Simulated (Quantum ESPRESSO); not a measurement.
# two Co on Zn sites of ZnO, 3.25 Å apart: parallel and opposed starts

Wanted: the moments of two Co on Zn sites of ZnO, 3.25 Å apart and the energy of each order that was tried.

Calculated with Quantum ESPRESSO 7.5; PBE; plane waves with GBRV 1.5 PBE potentials, no spin-orbit coupling.

## Step 1: The starting structure

The cell holds 16 atoms: 2 Co, 6 Zn and 8 O. Its edges and angles: a = 6.500 Å, b = 6.500 Å, c = 5.207 Å, α = 90.0°, β = 90.0°, γ = 120.0°. It derives from ZnO.

The lattice constants of the host were typed from memory of published values.

## Step 2: Start 1: ferro ++

The signs are those of the starting moments on the seeded atoms, the atoms that are given a moment.

Contents of pw.in:

```
&CONTROL
  calculation = 'scf'
  prefix = 'pwscf'
  outdir = './tmp'
  pseudo_dir = './pseudo'
  disk_io = 'nowf'
/
&SYSTEM
  ibrav = 0
  celldm(1) = 8
  nat = 16
  ntyp = 3
  ecutwfc = 40
  ecutrho = 280
  nbnd = 126
  occupations = 'smearing'
  smearing = 'fd'
  degauss = 0.00367493
  nspin = 2
  starting_magnetization(1) = 0.1588
  starting_magnetization(2) = 0
  starting_magnetization(3) = 0
/
&ELECTRONS
  conv_thr = 3.2d-08
  electron_maxstep = 150
  mixing_beta = 0.3
/
ATOMIC_SPECIES
Co     58.9332 co_pbe_v1.2.uspp.F.UPF
Zn     65.3800 zn_pbe_v1.uspp.F.UPF
O      15.9990 o_pbe_v1.2.uspp.F.UPF
CELL_PARAMETERS alat
   1.5354024762584    0.0000000000000    0.0000000000000
  -0.7677012381292    1.3296975200411    0.0000000000000
   0.0000000000000    0.0000000000000    1.2299754913658
ATOMIC_POSITIONS crystal
Co      0.1666666700    0.3333333300    0.0000000000
Zn      0.3333333300    0.1666666700    0.5000000000
O       0.1666666700    0.3333333300    0.3820000000
O       0.3333333300    0.1666666700    0.8820000000
Co      0.1666666700    0.8333333300    0.0000000000
Zn      0.3333333300    0.6666666700    0.5000000000
O       0.1666666700    0.8333333300    0.3820000000
O       0.3333333300    0.6666666700    0.8820000000
Zn      0.6666666700    0.3333333300    0.0000000000
Zn      0.8333333300    0.1666666700    0.5000000000
O       0.6666666700    0.3333333300    0.3820000000
O       0.8333333300    0.1666666700    0.8820000000
Zn      0.6666666700    0.8333333300    0.0000000000
Zn      0.8333333300    0.6666666700    0.5000000000
O       0.6666666700    0.8333333300    0.3820000000
O       0.8333333300    0.6666666700    0.8820000000
K_POINTS automatic
4 4 5 0 0 0
```

On the command line:

```sh
$ OMP_NUM_THREADS=1 mpirun -n 4 pw.x -nk 4 -in pw.in > pw.out
```

The program printed:

```text
Program PWSCF v.7.5 starts

     Found identity + (  0.0000 -0.5000  0.0000) symmetry
     This is a supercell, fractional translations are disabled
     Message from routine setup:
     using ibrav=0 with symmetry is DISCOURAGED, use correct ibrav instead

     K-points division:     npool     =       4
     Subspace diagonalization in iterative solution of the eigenvalue problem:

     G-vector sticks info
     --------------------
     sticks:   dense  smooth     PW     G-vecs:    dense   smooth      PW
     Sum        2905    1663    475               101633    43977    6555

     Using Slab Decomposition

     bravais-lattice index     =            0
     lattice parameter (alat)  =       8.0000  a.u.
     unit-cell volume          =    1285.7055 (a.u.)^3
     number of atoms/cell      =           16
     number of atomic types    =            3
     number of electrons       =       202.00
     number of Kohn-Sham states=          126
     kinetic-energy cutoff     =      40.0000  Ry
     charge density cutoff     =     280.0000  Ry
     scf convergence threshold =      3.2E-08
     mixing beta               =       0.3000
     number of iterations used =            8  plain     mixing
     Exchange-correlation= SLA  PW   PBE  PBE
                           (   1   4   3   4   0   0   0)

     celldm(1)=   8.000000  celldm(2)=   0.000000  celldm(3)=   0.000000
     celldm(4)=   0.000000  celldm(5)=   0.000000  celldm(6)=   0.000000

     crystal axes: (cart. coord. in units of alat)
               a(1) = (   1.535402   0.000000   0.000000 )
               a(2) = (  -0.767701   1.329698   0.000000 )
               a(3) = (   0.000000   0.000000   1.229975 )

     reciprocal axes: (cart. coord. in units 2 pi/alat)
               b(1) = (  0.651295  0.376025 -0.000000 )
               b(2) = (  0.000000  0.752051  0.000000 )
               b(3) = (  0.000000 -0.000000  0.813024 )

     PseudoPot. # 1 for Co read from file:
     co_pbe_v1.2.uspp.F.UPF
     Pseudo is Ultrasoft + core correction, Zval = 17.0
     Generated by new atomic code, or converted to UPF format
     Using radial grid of  863 points,  6 beta functions with:
                l(1) =   0
                l(2) =   0
                l(3) =   1
                l(4) =   1
                l(5) =   2
                l(6) =   2
     Q(r) pseudized with  8 coefficients,  rinner =    1.200   1.200   1.200
                                                       1.200   1.200

     PseudoPot. # 2 for Zn read from file:
     zn_pbe_v1.uspp.F.UPF
     Pseudo is Ultrasoft, Zval = 20.0
     Generated by new atomic code, or converted to UPF format
     Using radial grid of  943 points,  6 beta functions with:
                l(1) =   0
                l(2) =   0
                l(3) =   1
                l(4) =   1
                l(5) =   2
                l(6) =   2
     Q(r) pseudized with  8 coefficients,  rinner =    1.100   1.100   1.100
                                                       1.100   1.100

     PseudoPot. # 3 for O  read from file:
     o_pbe_v1.2.uspp.F.UPF
     Pseudo is Ultrasoft + core correction, Zval =  6.0
     Generated by new atomic code, or converted to UPF format
     Using radial grid of  737 points,  5 beta functions with:
                l(1) =   0
                l(2) =   0
                l(3) =   1
                l(4) =   1
                l(5) =   2
     Q(r) pseudized with  8 coefficients,  rinner =    0.900   0.900   0.900
                                                       0.900   0.900

     atomic species   valence    mass     pseudopotential
     Co               17.00    58.93320     Co( 1.00)
     Zn               20.00    65.38000     Zn( 1.00)
     O                 6.00    15.99900     O ( 1.00)

     Starting magnetic structure
     atomic species   magnetization
     Co              0.159
     Zn              0.000
     O               0.000

      2 Sym. Ops. (no inversion) found

   Cartesian axes

     site n.     atom                  positions (alat units)
         1        Co     tau(   1) = (   0.0000000   0.4432325   0.0000000  )
         2        Zn     tau(   2) = (   0.3838506   0.2216163   0.6149877  )
         3        O      tau(   3) = (   0.0000000   0.4432325   0.4698506  )
         4        O      tau(   4) = (   0.3838506   0.2216163   1.0848384  )
         5        Co     tau(   5) = (  -0.3838506   1.1080813   0.0000000  )
         6        Zn     tau(   6) = (  -0.0000000   0.8864650   0.6149877  )
         7        O      tau(   7) = (  -0.3838506   1.1080813   0.4698506  )
         8        O      tau(   8) = (  -0.0000000   0.8864650   1.0848384  )
         9        Zn     tau(   9) = (   0.7677012   0.4432325   0.0000000  )
        10        Zn     tau(  10) = (   1.1515518   0.2216163   0.6149877  )
        11        O      tau(  11) = (   0.7677012   0.4432325   0.4698506  )
        12        O      tau(  12) = (   1.1515518   0.2216163   1.0848384  )
        13        Zn     tau(  13) = (   0.3838506   1.1080813   0.0000000  )
        14        Zn     tau(  14) = (   0.7677012   0.8864650   0.6149877  )
        15        O      tau(  15) = (   0.3838506   1.1080813   0.4698506  )
        16        O      tau(  16) = (   0.7677012   0.8864650   1.0848384  )

     number of k points=    27  Fermi-Dirac smearing, width (Ry)=  0.0037
                       cart. coord. in units 2pi/alat
        k(    1) = (   0.0000000   0.0000000   0.0000000), wk =   0.0125000
        k(    2) = (   0.0000000   0.0000000   0.1626049), wk =   0.0250000
        k(    3) = (   0.0000000   0.0000000   0.3252097), wk =   0.0250000
        k(    4) = (   0.0000000   0.1880127   0.0000000), wk =   0.0500000
        k(    5) = (   0.0000000   0.1880127   0.1626049), wk =   0.0500000
        [... 22 further k-points ...]

     Dense  grid:   101633 G-vectors     FFT dimensions: (  72,  72,  54)

     Smooth grid:    43977 G-vectors     FFT dimensions: (  50,  50,  40)

     Check: negative core charge=   -0.000014
     Generating pointlists ...
     new r_m :   0.1924 (alat units)  1.5391 (a.u.) for type    1
     new r_m :   0.1924 (alat units)  1.5391 (a.u.) for type    2
     new r_m :   0.1924 (alat units)  1.5391 (a.u.) for type    3

     Initial potential from superposition of free atoms

     starting charge     199.9991, renormalised to     202.0000
     Starting wfcs are  136 randomized atomic wfcs

     Self-consistent Calculation

     iteration #  1     ecut=    40.00 Ry     beta= 0.30
     Davidson diagonalization with overlap
     ethr =  1.00E-02,  avg # of iterations =  3.6

     total energy              =   -3610.95206772 Ry
     estimated scf accuracy    <      33.95812340 Ry

     total magnetization       =     0.34 Bohr mag/cell
     absolute magnetization    =     0.90 Bohr mag/cell

     iteration #  2     ecut=    40.00 Ry     beta= 0.30
     Davidson diagonalization with overlap
     ethr =  1.00E-02,  avg # of iterations =  3.0

     total energy              =   -3617.41534858 Ry
     estimated scf accuracy    <     111.55644415 Ry

     total magnetization       =     0.05 Bohr mag/cell
     absolute magnetization    =     0.19 Bohr mag/cell

     iteration #  3     ecut=    40.00 Ry     beta= 0.30
     Davidson diagonalization with overlap
     ethr =  1.00E-02,  avg # of iterations =  3.5

     total energy              =   -3624.72878375 Ry
     estimated scf accuracy    <       3.88506945 Ry

     total magnetization       =     4.73 Bohr mag/cell
     absolute magnetization    =     4.73 Bohr mag/cell

     [... further iterations left out ...]

     iteration # 13     ecut=    40.00 Ry     beta= 0.30
     Davidson diagonalization with overlap
     ethr =  1.37E-09,  avg # of iterations =  2.0

     total energy              =   -3624.92725789 Ry
     estimated scf accuracy    <       0.00000066 Ry

     total magnetization       =     6.04 Bohr mag/cell
     absolute magnetization    =     6.09 Bohr mag/cell

     iteration # 14     ecut=    40.00 Ry     beta= 0.30
     Davidson diagonalization with overlap
     ethr =  3.25E-10,  avg # of iterations =  2.0

     total energy              =   -3624.92725823 Ry
     estimated scf accuracy    <       0.00000016 Ry

     total magnetization       =     6.04 Bohr mag/cell
     absolute magnetization    =     6.09 Bohr mag/cell

     iteration # 15     ecut=    40.00 Ry     beta= 0.30
     Davidson diagonalization with overlap
     ethr =  8.09E-11,  avg # of iterations =  2.0

     total energy              =   -3624.92725834 Ry
     estimated scf accuracy    <       0.00000006 Ry

     total magnetization       =     6.04 Bohr mag/cell
     absolute magnetization    =     6.09 Bohr mag/cell

     iteration # 16     ecut=    40.00 Ry     beta= 0.30
     Davidson diagonalization with overlap
     ethr =  3.13E-11,  avg # of iterations =  2.0

     Magnetic moment per site  (integrated on atomic sphere of radius R)
     atom   1 (R=0.192)  charge= 14.2849  magn=  2.3649
     atom   2 (R=0.192)  charge= 17.4199  magn=  0.0085
     atom   3 (R=0.192)  charge=  5.4311  magn=  0.0737
     atom   4 (R=0.192)  charge=  5.4278  magn=  0.1645
     atom   5 (R=0.192)  charge= 14.2849  magn=  2.3649
     atom   6 (R=0.192)  charge= 17.4199  magn=  0.0085
     atom   7 (R=0.192)  charge=  5.4311  magn=  0.0737
     atom   8 (R=0.192)  charge=  5.4278  magn=  0.1645
     atom   9 (R=0.192)  charge= 17.4186  magn=  0.0133
     atom  10 (R=0.192)  charge= 17.4209  magn=  0.0046
     atom  11 (R=0.192)  charge=  5.4329  magn=  0.0026
     atom  12 (R=0.192)  charge=  5.4312  magn=  0.0820
     atom  13 (R=0.192)  charge= 17.4186  magn=  0.0133
     atom  14 (R=0.192)  charge= 17.4209  magn=  0.0046
     atom  15 (R=0.192)  charge=  5.4329  magn=  0.0026
     atom  16 (R=0.192)  charge=  5.4312  magn=  0.0820

     End of self-consistent calculation

     [... lines left out ...]
     the Fermi energy is    10.5734 ev

!    total energy              =   -3624.92725842 Ry
     estimated scf accuracy    <       0.00000001 Ry
     smearing contrib. (-TS)   =      -0.00090995 Ry
     internal energy E=F+TS    =   -3624.92634847 Ry

     The total energy is F=E-TS. E is the sum of the following terms:
     one-electron contribution =   -2867.10596889 Ry
     hartree contribution      =    1520.43032602 Ry
     xc contribution           =    -377.73016245 Ry
     ewald contribution        =   -1900.52054315 Ry

     total magnetization       =     6.04 Bohr mag/cell
     absolute magnetization    =     6.09 Bohr mag/cell

     convergence has been achieved in  16 iterations

=------------------------------------------------------------------------------=
   JOB DONE.
=------------------------------------------------------------------------------=
```

Run time: 2.6 min. Hardware: 4 MPI ranks of AMD EPYC 9B45 (Zen 5), shared host; peak memory 1.5 GiB; 11 min of CPU time.

Spin moment in the atom's sphere by atom:

```tsv
atom	spin moment in the atom's sphere (μB)
Co1	2.36
Zn2	0.01
O3	0.07
O4	0.16
Co5	2.36
Zn6	0.01
O7	0.07
O8	0.16
Zn9	0.01
Zn10	0.00
O11	0.00
O12	0.08
Zn13	0.01
Zn14	0.00
O15	0.00
O16	0.08
```

Numbers from this step:

```
smearing term TS       : 0.01238 eV
magnetization          : 6.039 μB
absolute magnetization : 6.088 μB
final state            : ferromagnetic
```

Spin density in the ac plane at fractional y = 0.333, with atoms of Co and O and Zn within 0.2 Å of it.

Ten even steps from '_' (0.0 e/Å³) to '@' (7.0 e/Å³), each cell a mean:
```
____--++..__________________________
______..____________________________
____________________________________
____________________________________
____________________________________
____________________________________
____________________________________
____________________________________
____________________________________
____________________________________
____________________________________
____________________________________
____..--____________________________
____++@@::__________________________
```
Columns run along a (6.5 Å), rows up along c (5.2 Å). Atoms in or near the plane, at fractional coordinates: Co at (0.17, 0.00), O at (0.17, 0.38), Zn at (0.67, 0.00), O at (0.67, 0.38).

Valence density in the ac plane at fractional y = 0.333, with atoms of Co and O and Zn within 0.2 Å of it. It is the smooth field of the valence electrons, not physical close to the nuclei.

Ten steps, logarithmic in the rise over the least value, from '0' (0 e/Å³) to '9' (66 e/Å³), each cell a mean:
```
036751000027851000
012320000012310000
000000000000000000
000000000000000000
000000000000000000
000000000000000000
011210000011210000
024431000024431000
024531000024531000
013421000013421000
001210000001110000
001110000001110000
025531000025630000
037861000038961000
```
Columns run along a (6.5 Å), rows up along c (5.2 Å). Atoms in or near the plane, at fractional coordinates: Co at (0.17, 0.00), O at (0.17, 0.38), Zn at (0.67, 0.00), O at (0.67, 0.38).

(Continued in part 2 of 2.)

[Logs and program files are shortened in this print: banners, set-up blocks, solver, clock and traceback lines can be left out without a mark of their own.]

[Logs are printed without paths, hosts, clocks, repeated set-up lines and the standing remarks that a program may print on its own settings, such as how far it seeks lower states.]

[Hosts, paths, dates, database ids (printed as entryN), source tags and the programs' standing remarks are cut or masked in the printed files.]

[Where a cell is said to come from a database of computed structures, the database is the Materials Project.]
